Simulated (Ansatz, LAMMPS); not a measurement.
# Squeezing and shearing glassy 62GeO2-38BaO (mol %) (76 atoms): runs compared

How stiff is glassy 62GeO2-38BaO (mol %) (76 atoms), and how do its levels respond to strain?

Computed with Ansatz 0.2.0: Kohn-Sham DFT, revPBE, PAW (set soft_2), plane waves.

### Step 1. The cell as built

The cell holds 76 atoms: 18 Ge, 11 Ba and 47 O. Its edges and angles: a = 10.766 Å, b = 10.766 Å, c = 10.766 Å, α = 90.0°, β = 90.0°, γ = 90.0°. 76 atoms (18 Ge, 11 Ba, 47 O) placed at random at 4.59 g/cm³, melted at 4000 K for 10 ps at fixed volume with the Morse and Coulomb pair potential with partial charges (Pedone, Malavasi, Menziani, Cormack and Segre, J. Phys. Chem. B 110, 11780 (2006)). Quenched from 4000 K to 300 K at 20 K/ps and fixed volume, held 10 ps at zero pressure, then minimised at fixed cell.

What the set-up can't give: The quench rate of 20 K/ps is orders of magnitude faster than experiment, which tends to freeze in extra defects. The starting topology of bonds comes from the classical model, and needn't be the one that DFT or experiment would give. The Brillouin zone is sampled at Γ only. Spin–orbit coupling is left out, which matters for the levels of the heavy elements.

### Step 2. The reference run

The reference is a single point at the end of the relaxation.

Every strained cell starts from the geometry of this run, and its atoms are relaxed with the cell held.

Its input, with most atom lines left out:

```yaml
crystal:
  lattice:
    - [10.59162, -0.01801, -0.029]
    - [-0.01801, 11.02388, -0.0404]
    - [-0.029, -0.0404, 11.55329]
  atoms:
    - { symbol: Ge, position: [0.91667, 0.82429, 0.21556] }
    - { symbol: Ge, position: [0.34938, 0.37646, 0.1844] }
    - { symbol: Ge, position: [0.06083, 0.065, 0.48975] }
    - { symbol: Ge, position: [0.04662, 0.02989, 0.02629] }
    - { symbol: Ge, position: [0.72006, 0.78155, 0.98907] }
    - { symbol: Ge, position: [0.5571, 0.05971, 0.98104] }
    - { symbol: Ge, position: [0.78927, 0.18685, 0.13169] }
    [... atom lines 8 to 76 left out ...]
kpoints:
  mp_grid: { grid: [1, 1, 1] }
hamiltonian:
  xc: revpbe
scf:
  occupations: { method: gaussian, width: 0.025 }
output:
  forces: true
  stress: true
  populations: intrinsic
  dos:
    method: { smearing: { sigma: 0.1 } }
    de: 0.1
    projected: { site_lists: { Ba: [Ba], Ge: [Ge], O: [O] } }
  eigenvalues: true
  write_density: true
  write_potential: true
  volumetric_format: npy
```

| Property | Result |
| --- | --- |
| free energy per atom | -2232.5206 eV/atom |
| r.m.s. force component | 0.00507 eV/Å |
| pressure | 0.006652 GPa |

Filled and empty levels are parted by 2.55 eV (at Γ alone); a semilocal functional tends to put such gaps too low. In a disordered cell it changes from sample to sample, and tail or defect levels can set it.

### Step 3. The runs

Each row is one run, on 4 threads of Intel Xeon Platinum 8488C (Sapphire Rapids), shared host. The free energy is the program's total, comparable only between runs with the same functional, potentials and atoms.

| run | atoms | outcome | ionic steps, all passes | free energy (eV) | time | host memory (GiB) |
| --- | --- | --- | --- | --- | --- | --- |
| Single point at the start | 76 | converged | - | -169662.024 | 11 s | 1.7 |
| Cell and atoms relaxed | 76 | converged | 36 | -169671.563 | 4.7 min | 1.8 |
| Single point at the relaxed geometry | 76 | converged | - | -169671.563 | 12 s | 1.8 |
| Volume -3 % | 76 | converged | 7 | -169671.425 | 57 s | 1.8 |
| Volume +3 % | 76 | converged | 7 | -169671.436 | 62 s | 1.9 |
| Volume -6 % | 76 | converged | 14 | -169671.070 | 1.8 min | 1.8 |
| Volume +6 % | 76 | converged | 9 | -169671.075 | 75 s | 2.0 |
| Volume -10 % | 76 | converged | 12 | -169670.062 | 95 s | 1.7 |
| Stretched by 1 % along x | 76 | converged | 5 | -169671.533 | 42 s | 1.9 |
| Compressed by 1 % along x | 76 | converged | 5 | -169671.534 | 41 s | 1.8 |
| Sheared by 2 % in xy | 76 | converged | 5 | -169671.528 | 44 s | 1.9 |

In some runs the program notes that the SCF threshold is loose for the stress.

### Step 4. Pressure against volume

Atoms are relaxed at each volume, in the scaled cell.

| volume change (%) | volume (Å³/atom) | energy change (meV/atom) | pressure (GPa) | largest move on relaxing (Å) | bonds | gap (eV) |
| --- | --- | --- | --- | --- | --- | --- |
| -10 | 15.974 | 19.76 | 4.19 | 0.54 | 155 | 2.79 |
| -6 | 16.684 | 6.50 | 1.90 | 0.55 | 151 | 2.72 |
| -3 | 17.217 | 1.81 | 1.06 | 0.26 | 146 | 2.57 |
| +0 | 17.749 | 0.00 | 0.01 | - | 144 | 2.55 |
| +3 | 18.282 | 1.68 | -0.98 | 0.28 | 141 | 2.55 |
| +6 | 18.814 | 6.42 | -1.84 | 0.43 | 137 | 2.52 |

### Step 5. Uniaxial strain and shear

Stress (GPa, compression positive) less that of the relaxed cell, atoms relaxed:

| strain | xx | yy | zz | xy | energy change (meV/atom) |
| --- | --- | --- | --- | --- | --- |
| stretched by 1 % along x | -0.650 | -0.231 | -0.311 | 0.002 | 0.40 |
| compressed by 1 % along x | 0.713 | 0.250 | 0.329 | -0.004 | 0.39 |
| sheared by 2 % in xy | 0.022 | 0.104 | 0.023 | -0.391 | 0.47 |

### Step 6. What came out

The bulk modulus, from the slope of pressure against ln V over the three points nearest the relaxed volume, is 34.0 GPa; between neighbouring points the slope runs 53, 27, 35, 33 and 30 GPa from the smallest volume up, without a steady fall, so no pressure derivative is given. The count of bonds runs from 137 to 155 over the series, so at some points contacts cross the cutoffs. At -10 % and -6 % some atom moved by over 0.5 Å on relaxing, so those points may sit in another local minimum. The gap goes from 2.79 eV at the smallest volume to 2.52 eV at the largest, -1.7 eV per unit of ln V by a straight line, not monotonically (lowest 2.52, highest 2.79 eV), on the run's k-points. In the Cartesian axes of the cell, finite differences give C11 = 68.2, C12 = 24.1, C13 = 32.0 and C66 = 19.6 GPa (the shear of 2 % is the engineering strain, εxy = 0.01). The mean of C11, C12 and C13, which equals the bulk modulus in a cubic or isotropic solid, is 41.4 GPa: it lies 22 % over the bulk modulus from the volumes. For an isotropic solid C66 would equal (C11 − C12)/2 = 22.0 GPa; so small a sample needn't be isotropic, and C66 rests on one shear. With the bulk modulus and C66 as K and G, Young's modulus would be about 49 GPa and Poisson's ratio 0.26.

**Limits.** Strains are finite and relaxations stop at the force tolerance of the input, which can leave moduli too stiff; they are those of a static cell at zero temperature. Volumes are changed with the cell's shape held, so in an anisotropic solid the modulus lies over the one under free hydrostatic load. The program notes that the SCF threshold of the relaxations is loose for the stress.

The DFT runs together took 14 min of wall time.

[Logs are printed without paths, hosts, clocks, repeated set-up lines and the standing remarks that a program may print on its own settings, such as how far it seeks lower states.]

[Hosts, paths, dates, database ids (printed as entryN), source tags and the programs' standing remarks are cut or masked in the printed files.]
